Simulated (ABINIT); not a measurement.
Planning a run of ABINIT 10.8.3 on WS2 (Tungstenite). The input:

```
acell 3*1.0 Angstrom
rprim 
  3.153199999992 0.000000000002 0.000000000000
  -1.576599999998 2.730751303206 0.000000000000
  0.000000000000 0.000000000000 12.323000000000
ntypat 2
znucl 74 16
natom 6
typat 1 1 2 2 2 2
xred 
  0.333333333333 0.666666666667 0.250000000000
  0.666666666667 0.333333333333 0.750000000000
  0.333333333333 0.666666666667 0.622500000000
  0.666666666667 0.333333333333 0.122500000000
  0.333333333333 0.666666666667 0.877500000000
  0.666666666667 0.333333333333 0.377500000000
pp_dirpath "pseudos"
pseudos "W.upf, S.upf"
ecut 31
ngkpt 3 3 1
nshiftk 1
shiftk 0 0 0
kptopt 1
chksymbreak 0
istwfk *1
occopt 1
irdwfk 1
optdriver 4
nband 149
gwcalctyp 28
ecutsigx 31
symsigma 0
nkptgw 3
kptgw 
  0.0000000000 0.0000000000 0.0000000000
  0.3333333333 0.0000000000 0.0000000000
  0.3333333333 0.3333333333 0.0000000000
bdgw 
  13 32
  13 32
  13 32
ecuteps 4
irdscr 1
ppmodel 1
irdqps 1
rhoqpmix 0.3
indata_prefix "in"
outdata_prefix "out"
tmpdata_prefix "tmp"
```

```sh
OMP_NUM_THREADS=1 mpirun -n 8 abinit run.abi > log
```

Question: How long will it take on 8 MPI ranks of Arm Neoverse V2, shared host, and how much memory?

It took 18 s; on shared hardware allow 9.1 s to 37 s. Peak host memory was 1.8 GiB.

[Paths, hosts, dates, memory and timing lines, banners, echoed tables and standing remarks are left out of the program output.]

[Logs are printed without paths, hosts, clocks, repeated set-up lines and the standing remarks that a program may print on its own settings, such as how far it seeks lower states.]

[Runs of the session that timed out or met a known fault of the program may be left out.]

[Hosts, paths, dates, database ids (printed as entryN), source tags and the programs' standing remarks are cut or masked in the printed files.]

[G0W0 gaps are taken among the corrected bands and points alone; a level outside them can change the order at an edge.]

[Where Ansatz stands beside ABINIT at settings called matched, ABINIT's density can come from a denser mesh and the files from another edition; pairs whose starting gaps differed by over 0.03 eV were left out, so agreement reads better than it is.]
